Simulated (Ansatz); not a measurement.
# KCo2As2 (I4/mmm): from the cell to its phonons

How does KCo2As2 (I4/mmm) vibrate, and is this structure a minimum?

Program: Ansatz 0.2.0. Level of theory: DFT PBEsol, scalar-relativistic, plane waves, PAW. Results are calculated unless marked as measured.

Report form: the programs' logs are mostly left out.

## (1) The structure

The structure is tetragonal, space group I4/mmm (No. 139). Conventional cell: a = 3.740 Å, b = 3.740 Å, c = 13.640 Å, α = 90.00°, β = 90.00°, γ = 90.00°. K has 8 As at 3.37 Å and 4 K at 3.74 Å nearest. Nearest to Co lie 4 As at 2.29 Å. As has 4 Co at 2.29 Å and 4 K at 3.37 Å nearest. Farther neighbours are not listed.

As a file:

```cif
data_structure
_symmetry_space_group_name_H-M 'P 1'
_symmetry_Int_Tables_number 1
_cell_length_a 7.3147
_cell_length_b 7.3147
_cell_length_c 7.3147
_cell_angle_alpha 150.376
_cell_angle_beta 150.376
_cell_angle_gamma 42.389
_cell_volume 95.39
loop_
_atom_site_label
_atom_site_type_symbol
_atom_site_fract_x
_atom_site_fract_y
_atom_site_fract_z
_atom_site_occupancy
K1 K 0.00000 0.00000 0.00000 1
Co2 Co 0.75000 0.25000 0.50000 1
Co3 Co 0.25000 0.75000 0.50000 1
As4 As 0.34655 0.34655 0.00000 1
As5 As 0.65345 0.65345 0.00000 1
```

## (2) Relaxation

The cell and atoms are relaxed, since residual forces and stress would shift the frequencies.

input.yaml reads:

```yaml
crystal:
  lattice:
    - [-1.8699690938, 1.8699690938, 6.8199068568]
    - [1.8699690938, -1.8699690938, 6.8199068568]
    - [1.8699690938, 1.8699690938, -6.8199068568]
  atoms:
    - { symbol: K, position: [0.0, 0.0, 0.0] }
    - { symbol: Co, position: [0.75, 0.25, 0.5] }
    - { symbol: Co, position: [0.25, 0.75, 0.5] }
    - { symbol: As, position: [0.34654986, 0.34654986, 0.0] }
    - { symbol: As, position: [0.65345014, 0.65345014, 0.0] }
kpoints:
  mp_grid: { grid: [12, 12, 12] }
hamiltonian:
  xc: pbesol
scf:
  occupations: { method: gaussian, width: 0.1 }
output:
  forces: true
  stress: true
  eigenvalues: true
relax:
  adjacent_minimum: "off"
  f_tol: 0.005
  max_steps: 80
  cell: { stress_tol: 0.05 }
```

On the command line:

```
> ansatz run input.yaml --threads 16 --pin off --max-ram 61440MiB --backend cuda --events-out ev --progress --plain --runs-dir out
```

The job ended after 5.5 s (1 × NVIDIA GB200 with 16 threads of Arm Neoverse V2, shared host; peak memory 1.2 GiB; 18 s of CPU time).

This run has no spin polarisation, although Co can carry a moment.

The steps of the relaxation:

| step | energy less that of the first step (eV) | largest force component (eV/Å) | pressure (GPa) | volume (Å³) |
| --- | --- | --- | --- | --- |
| 1 | 0.0000 | 0.0093 | -1.22 | 95.39 |
| 2 | -0.0082 | 0.0246 | -0.44 | 93.79 |
| 3 | -0.0092 | 0.0011 | 0.02 | 93.09 |
| 4* | -0.0085 | 0.0009 | 0.01 | 93.09 |

Relaxation steps marked * repeat the geometry before them on a plane-wave basis chosen anew for their cell, so energy and pressure can jump there.

The run keeps the 16 symmetry operations that it works with, so distortions that break them were not tested.

| conventional cell, symmetrised | before | after | change |
| --- | --- | --- | --- |
| a (Å) | 3.740 | 3.716 | -0.6 % |
| b (Å) | 3.740 | 3.716 | -0.6 % |
| c (Å) | 13.640 | 13.484 | -1.1 % |
| volume (Å³/atom) | 19.08 | 18.62 | -2.4 % |

The atoms that moved most (Å, as changes of fractional coordinates times the final cell):

| atom | dx | dy | dz | length |
| --- | --- | --- | --- | --- |
| As5 | 0.000 | 0.000 | -0.022 | 0.022 |
| As4 | 0.000 | 0.000 | 0.022 | 0.022 |

Final coordinates:

```xyz
5
Lattice="-1.8579 1.8579 6.7419 1.8579 -1.8579 6.7419 1.8579 1.8579 -6.7419" Properties=species:S:1:pos:R:3 pbc="T T T"
K     0.0000    0.0000    0.0000
Co    0.0000    1.8579    3.3710
Co    1.8579    0.0000    3.3710
As    0.0000    0.0000    4.6951
As    0.0000    0.0000    8.7887
```

Numbers from this step:

- pressure: 0.008523 GPa
- volume per atom: 18.62 Å³
- gap on the k-mesh: 0 eV

In this step the volume went from 19.08 to 18.62 Å³/atom.

## (3) Tight relaxation

Phonons need a cell at rest on their own settings, so the relaxation is repeated with tight tolerances on forces and stress, using the mesh and the filling of the phonon run that follows.

input.yaml reads:

```yaml
crystal:
  lattice:
    - [-1.8578892948, 1.8578892948, 6.7419239618]
    - [1.8578892948, -1.8578892948, 6.7419239618]
    - [1.8578892948, 1.8578892948, -6.7419239618]
  atoms:
    - { symbol: K, position: [0.0, 0.0, 0.0] }
    - { symbol: Co, position: [0.75, 0.25, 0.5] }
    - { symbol: Co, position: [0.25, 0.75, 0.5] }
    - { symbol: As, position: [0.3482035785, 0.3482035785, 0.0] }
    - { symbol: As, position: [0.6517964215, 0.6517964215, 0.0] }
kpoints:
  mp_grid: { grid: [12, 12, 12] }
hamiltonian:
  xc: pbesol
scf:
  occupations: { method: methfessel_paxton, width: 0.15 }
output:
  forces: true
  stress: true
  eigenvalues: true
relax:
  adjacent_minimum: "off"
  f_tol: 0.001
  max_steps: 60
  cell: { stress_tol: 0.01 }
```

It took 4.7 s on 1 × NVIDIA GB200 with 16 threads; peak memory 1.1 GiB.

Little changed from the start: no atom moved by 0.005 Å and no cell edge by 0.1 %.

Numbers from this step:

```yaml
pressure: -0.003579 GPa
volume_per_atom: 18.61 Å³
```

The largest force component left is 0.75 meV/Å and the pressure is -0.004 GPa, within the tolerances set. The cell now holds 18.61 Å³/atom.

## (4) Zone-centre response

The zone centre comes first: it holds the modes that light can see, as far as symmetry allows. No field response is asked, since the mesh shows no gap.

input.yaml, the sections that differ from step 3:

```yaml
crystal:
  lattice:
    - [-1.8576666045, 1.8576666045, 6.7411116969]
    - [1.8576666045, -1.8576666045, 6.7411116969]
    - [1.8576666045, 1.8576666045, -6.7411116969]
  atoms:
    - { symbol: K, position: [0.0, 0.0, 0.0] }
    - { symbol: Co, position: [0.75, 0.25, 0.5] }
    - { symbol: Co, position: [0.25, 0.75, 0.5] }
    - { symbol: As, position: [0.3482426592, 0.3482426592, 0.0] }
    - { symbol: As, position: [0.6517573408, 0.6517573408, 0.0] }
output:
  eigenvalues: true
phonons:
  method: dfpt
# kpoints, hamiltonian, scf: as in step 3
# relax: removed
```

Elapsed: 8.5 s, on 1 × NVIDIA GB200 with 16 threads; peak memory 4.8 GiB; 37 s of CPU time.

Numbers from this step:

* sum-rule residual before enforcement: 7.17e-5 eV/Å²
* point group: 4/mmm
* highest optical mode at the zone centre (no LO-TO term): 326.2 cm⁻¹
* lowest optical zone-centre mode: 115.2 cm⁻¹

Patterns of degenerate modes are one choice out of their space. The modes at Γ (shares of kinetic energy by element, %):

| mode | frequency (cm⁻¹) | symmetry | K % | Co % | As % |
| --- | --- | --- | --- | --- | --- |
| 1 | 0.0 | acoustic | 13 | 38 | 49 |
| 2 | 0.0 | acoustic | 13 | 38 | 49 |
| 3 | 0.0 | acoustic | 13 | 38 | 49 |
| 4 | 115.2 | Eu | 87 | 8 | 5 |
| 5 | 115.2 | Eu | 87 | 8 | 5 |
| 6 | 130.1 | A2u | 87 | 7 | 6 |
| 7 | 145.9 | Eg | 0 | 18 | 82 |
| 8 | 145.9 | Eg | 0 | 18 | 82 |
| 9 | 228.6 | B1g | 0 | 100 | 0 |
| 10 | 235.6 | A1g | 0 | 0 | 100 |
| 11 | 283.4 | Eu | 0 | 54 | 46 |
| 12 | 283.4 | Eu | 0 | 54 | 46 |
| 13 | 296.4 | A2u | 0 | 55 | 45 |
| 14 | 326.2 | Eg | 0 | 82 | 18 |
| 15 | 326.2 | Eg | 0 | 82 | 18 |

Displacements in mode 4 (115.2 cm⁻¹), the largest set to 1:
```
K1   1.00  0.00  0.00
Co2 -0.17  0.00  0.00
Co3 -0.17  0.00  0.00
As4 -0.13  0.00  0.00
As5 -0.13  0.00  0.00
```

Displacements in mode 14 (326.2 cm⁻¹), the largest set to 1:
```
K1   0.00  0.00  0.00
Co2 -1.00 -0.05  0.00
Co3  1.00  0.05  0.00
As4 -0.41  0.02  0.00
As5  0.41 -0.02  0.00
```

Before it was imposed, the acoustic sum rule was missed by 7.2e-5 eV/Å². Small misses are needed for a sound result but don't prove that mesh and cutoff are converged. The lowest optical mode is real, 115 cm⁻¹.

## (5) Response at finite wavevector

Stability and thermal properties need the whole zone. Linear response on a 4×4×4 q mesh gives force constants as far as a supercell of that size would.

Edit input.yaml of step 4 so:

```diff
@@ -21 +21,8 @@
   method: dfpt
+  qmesh: [4, 4, 4]
+  temperatures: { t_max: 1000, t_step: 50 }
+  qpath:
+    path:
+      - [[0.0, 0.0, 0.0], [-0.5, 0.5, 0.0], [-0.5, 0.5, -0.03797017], [-0.26898508, 0.26898508, -0.26898508], [0.0, 0.0, 0.0], [0.5, 0.5, -0.5], [0.26898508, 0.73101492, -0.73101492], [0.0, 0.5, -0.5], [-0.25, 0.75, -0.25], [0.03797017, 0.96202983, -0.5], [0.5, 0.5, -0.5]]
+      - [[-0.5, 0.5, 0.0], [-0.25, 0.75, -0.25]]
+    npoints: 10
```

Elapsed: 43 s, on 1 × NVIDIA GB200 with 16 threads; peak memory 5.7 GiB; 1.7 min of CPU time.

This step gave:

* sum-rule residual before enforcement: 7.16e-5 eV/Å²
* lowest frequency on the path: 0 cm⁻¹
* highest frequency on the path or at a solved wavevector: 332 cm⁻¹
* mean frequency: 191.3 cm⁻¹
* Debye temperature (second moment): 390 K
* logarithmic mean frequency: 169.1 cm⁻¹
* lowest mode on the q mesh (acoustic modes at Γ apart): 27.34 cm⁻¹
* zero-point energy per atom: 35.58 meV
* heat capacity at 300 K: 22.99 J/(mol atoms K)
* vibrational entropy at 300 K: 31.18 J/(mol atoms K)

Frequencies (cm⁻¹) solved at each irreducible wavevector; negative means imaginary. Frequencies by wavevector, by row:

| q in reciprocal lattice units | star | mode 1 | mode 2 | mode 3 | mode 4 | mode 13 | mode 14 | mode 15 |
| --- | --- | --- | --- | --- | --- | --- | --- | --- |
| 0 0 0 | 1 | 0 | 0 | 0 | 115.2 | 296.4 | 326.2 | 326.2 |
| 0 0 0.25 | 4 | 64.6 | 72.9 | 108.7 | 114.4 | 286.1 | 302 | 330.4 |
| 0 0 -0.5 | 2 | 98.5 | 108.8 | 113.1 | 133.8 | 270.6 | 329.1 | 329.8 |
| 0 0.25 0 | 8 | 50.6 | 70.8 | 90.1 | 111.3 | 294.1 | 314.1 | 322.1 |
| 0 0.25 0.25 | 16 | 88.4 | 90.7 | 115.3 | 117.4 | 279.4 | 321.9 | 322.7 |
| 0 -0.5 0 | 4 | 82.8 | 91.8 | 103.2 | 113.9 | 295.4 | 308.2 | 309 |
| 0 -0.5 0.25 | 8 | 64.2 | 79 | 102 | 120.2 | 286.3 | 302.2 | 330.9 |
| 0.25 0.25 0.25 | 2 | 102.9 | 102.9 | 113.2 | 139.5 | 270.1 | 329.1 | 329.9 |
| 0.25 0.25 -0.25 | 2 | 27.3 | 27.3 | 37.4 | 107.3 | 296.5 | 326.1 | 326.1 |
| 0.25 -0.5 -0.5 | 8 | 48.8 | 77.8 | 80.2 | 102.8 | 294.1 | 314.1 | 322.9 |
| 0.25 -0.25 0.25 | 4 | 84 | 89 | 103.2 | 113.4 | 295.3 | 308.4 | 308.6 |
| 0.25 -0.25 -0.5 | 4 | 63.8 | 86.5 | 98.1 | 117.2 | 286.5 | 302.6 | 331.4 |
| -0.5 -0.5 -0.5 | 1 | 41.2 | 41.2 | 56.1 | 98.7 | 298 | 326 | 326 |

Interpolated from a 4×4×4 q mesh. The phonon branches at the labelled points (cm⁻¹):

| point | branch 1 | branch 2 | branch 3 | branch 4 | branch 12 | branch 13 | branch 14 | branch 15 |
| --- | --- | --- | --- | --- | --- | --- | --- | --- |
| Γ | 0 | 0 | 0 | 115 | 283 | 296 | 326 | 326 |
| halfway | 65 | 73 | 109 | 114 | 283 | 286 | 302 | 330 |
| X | 98 | 109 | 113 | 134 | 270 | 270 | 329 | 330 |
| halfway | 98 | 109 | 113 | 134 | 270 | 271 | 329 | 330 |
| Y | 98 | 108 | 113 | 133 | 270 | 271 | 328 | 330 |
| halfway | 88 | 89 | 115 | 116 | 280 | 281 | 318 | 324 |
| S | 82 | 86 | 104 | 109 | 293 | 298 | 305 | 312 |
| halfway | 55 | 74 | 96 | 113 | 287 | 295 | 313 | 322 |
| Γ | 0 | 0 | 0 | 115 | 283 | 296 | 326 | 326 |
| halfway | 27 | 27 | 37 | 107 | 283 | 296 | 326 | 326 |
| Z | 41 | 41 | 56 | 99 | 283 | 298 | 326 | 326 |
| halfway | 48 | 75 | 76 | 100 | 292 | 293 | 316 | 323 |
| S1 | 82 | 86 | 104 | 109 | 293 | 298 | 305 | 312 |
| halfway | 83 | 89 | 103 | 112 | 294 | 296 | 307 | 310 |
| N | 83 | 92 | 103 | 114 | 295 | 295 | 308 | 309 |
| halfway | 89 | 90 | 115 | 118 | 279 | 279 | 322 | 323 |
| P | 103 | 103 | 113 | 140 | 270 | 270 | 329 | 330 |
| halfway | 100 | 107 | 113 | 136 | 270 | 270 | 329 | 330 |
| Y1 | 98 | 108 | 113 | 133 | 270 | 271 | 328 | 330 |
| halfway | 60 | 82 | 96 | 115 | 286 | 292 | 300 | 331 |
| Z | 41 | 41 | 56 | 99 | 283 | 298 | 326 | 326 |
| jump to X | 98 | 109 | 113 | 134 | 270 | 270 | 329 | 330 |
| halfway | 100 | 107 | 113 | 136 | 270 | 270 | 329 | 330 |
| P | 103 | 103 | 113 | 140 | 270 | 270 | 329 | 330 |

Tetrahedra on a 20×20×24 mesh, mean over bins of 5 cm-1. Interpolated from a 4×4×4 q mesh. Table of phonon density of states by wavenumber; read off at these points:

wavenumber (cm⁻¹), phonon density of states (1/cm⁻¹/cell) and a bar:
```
        2      0.000 
       12      0.001 
       22      0.003 #
       28      0.004 #
       38      0.009 ##
       48      0.022 #####
       58      0.022 #####
       62      0.025 #####
       72      0.033 #######
       82      0.052 ###########
       92      0.063 #############
      102      0.061 #############
      108      0.073 ###############
      112      0.143 ##############################
      118      0.121 #########################
      128      0.095 ####################
      138      0.065 ##############
      142      0.086 ##################
      148      0.083 ##################
      152      0.050 ###########
      162      0.014 ###
      172      0.016 ###
      182      0.018 ####
      188      0.019 ####
      198      0.024 #####
      208      0.037 ########
      218      0.043 #########
      228      0.083 #################
      232      0.095 ####################
      242      0.021 ####
      252      0.015 ###
      262      0.015 ###
      272      0.055 ############
      278      0.067 ##############
      282      0.121 #########################
      288      0.115 ########################
      298      0.071 ###############
      308      0.043 #########
      312      0.045 #########
      322      0.075 ################
      328      0.110 #######################
      332      0.028 ######
```

The partial phonon density of states has structure finer than the step of the table below, so its rows give means over 20 cm⁻¹, whole bins alone (the curve runs from -10 to 352 cm⁻¹). Peaks (cm⁻¹: height): As 87.9: 0.0352, 144.8: 0.0455, 208.5: 0.0220, 231.3: 0.0711, 286.0: 0.0511, 326.9: 0.0243; Co 87.9: 0.0221, 213.1: 0.0508, 286.0: 0.0798, 326.9: 0.0744; K 115.2: 0.0975.

Phonopy on the run's constants, 15x15x21 mesh, Gaussian sigma 2.6 cm-1. Interpolated from a 4×4×4 q mesh. Partial phonon density of states against wavenumber; means over each step; values in 1/cm⁻¹/cell:

| wavenumber (cm⁻¹) | As | Co | K |
| --- | --- | --- | --- |
| 0 | 5.0e-5 | 3.9e-5 | 1.3e-5 |
| 20 | 0.00118 | 9.2e-4 | 2.8e-4 |
| 40 | 0.00660 | 0.00509 | 0.00115 |
| 60 | 0.0131 | 0.00961 | 0.00154 |
| 80 | 0.0253 | 0.0166 | 0.00594 |
| 100 | 0.0227 | 0.0130 | 0.0283 |
| 120 | 0.0259 | 0.0118 | 0.0737 |
| 140 | 0.0330 | 0.0122 | 0.0316 |
| 160 | 0.0141 | 0.00412 | 0.00576 |
| 180 | 0.0134 | 0.00374 | 6.1e-4 |
| 200 | 0.0177 | 0.0111 | 4.1e-4 |
| 220 | 0.0249 | 0.0342 | 2.6e-4 |
| 240 | 0.0236 | 0.0150 | 2.1e-4 |
| 260 | 0.00570 | 0.0118 | 5.8e-5 |
| 280 | 0.0333 | 0.0527 | 1.2e-4 |
| 300 | 0.0201 | 0.0409 | 4.1e-5 |
| 320 | 0.0168 | 0.0494 | 3.0e-5 |
| 340 | 0.00274 | 0.00794 | 4.2e-6 |

Harmonic thermodynamic functions per atom, from the density of states. Interpolated from a 4×4×4 q mesh. Thermodynamic functions, by row:

| T (K) | F_vib (meV/atom) | S (J/mol-atom/K) | C_V (J/mol-atom/K) |
| --- | --- | --- | --- |
| 0 | 35.58 | 0 | 0 |
| 50 | 35.14 | 2.911 | 6.183 |
| 100 | 31.87 | 9.845 | 14.14 |
| 200 | 14.92 | 22.23 | 20.94 |
| 300 | -13 | 31.18 | 22.99 |
| 400 | -48.96 | 37.92 | 23.81 |
| 500 | -91.14 | 43.28 | 24.2 |
| 600 | -138.4 | 47.72 | 24.43 |
| 700 | -189.8 | 51.49 | 24.56 |
| 800 | -244.9 | 54.78 | 24.65 |
| 900 | -303.2 | 57.69 | 24.71 |
| 1000 | -364.4 | 60.29 | 24.75 |

Harmonic mean-square displacement, third of the trace. Interpolated from a 4×4×4 q mesh. Mean square displacements, by row:

| T (K) | K1 U_eq (Å²) | Co2 U_eq (Å²) | Co3 U_eq (Å²) | As4 U_eq (Å²) | As5 U_eq (Å²) |
| --- | --- | --- | --- | --- | --- |
| 0 | 0.00375 | 0.00163 | 0.00163 | 0.00162 | 0.00162 |
| 100 | 0.00598 | 0.00278 | 0.00278 | 0.00291 | 0.00291 |
| 300 | 0.01532 | 0.00682 | 0.00682 | 0.00745 | 0.00745 |
| 600 | 0.03013 | 0.0133 | 0.0133 | 0.01464 | 0.01464 |

Symmetry leaves 13 wavevectors to solve. The lowest mode among them, the acoustic zeros apart, lies at q = (0.25, 0.25, -0.25) and is real, 27.3 cm⁻¹.

## (6) Outcome

```yaml
space_group_after_relaxation_within_0p01_a: I4/mmm
volume_per_atom: 18.6 Å³
electronic_character: no gap on this mesh
highest_optical_mode_at_the_zone_centre_no_lo_to_term: 326 cm⁻¹
lowest_optical_zone_centre_mode: 115 cm⁻¹
lowest_mode_on_the_q_mesh_acoustic_modes_at_gamma_apart: 27.3 cm⁻¹
highest_frequency_on_the_path_or_at_a_solved_wavevector: 332 cm⁻¹
zero_point_energy_per_atom: 35.6 meV
heat_capacity_at_300_k: 23.0 J/(mol atoms K)
vibrational_entropy_at_300_k: 31.2 J/(mol atoms K)
debye_temperature_second_moment: 390 K
imaginary_modes_on_the_4x4x4_q_mesh: none
```

In words: The structure is a minimum as far as tested: no mode is imaginary at the 13 irreducible wavevectors of the 4×4×4 mesh, and the softest away from the acoustic zeros lies at 27 cm⁻¹. The optical modes at Γ span 115 to 326 cm⁻¹. The highest mode in this list at Γ, 326.2 cm⁻¹, is mostly motion of Co (82 % of the kinetic energy). With no gap, or one that is small against the smearing, the frequencies hang on the k mesh and the smearing, most of all near Kohn anomalies. The phonon runs are without spin polarisation, although the cell has an odd electron count. A phonon run warned that its eigensolver left some bands unconverged in a pass. These are harmonic frequencies at zero temperature: anharmonic shifts, linewidths and thermal expansion are left out.

[Logs are printed without paths, hosts, clocks, repeated set-up lines and the standing remarks that a program may print on its own settings, such as how far it seeks lower states.]

[Hosts, paths, dates, database ids (printed as entryN), source tags and the programs' standing remarks are cut or masked in the printed files.]
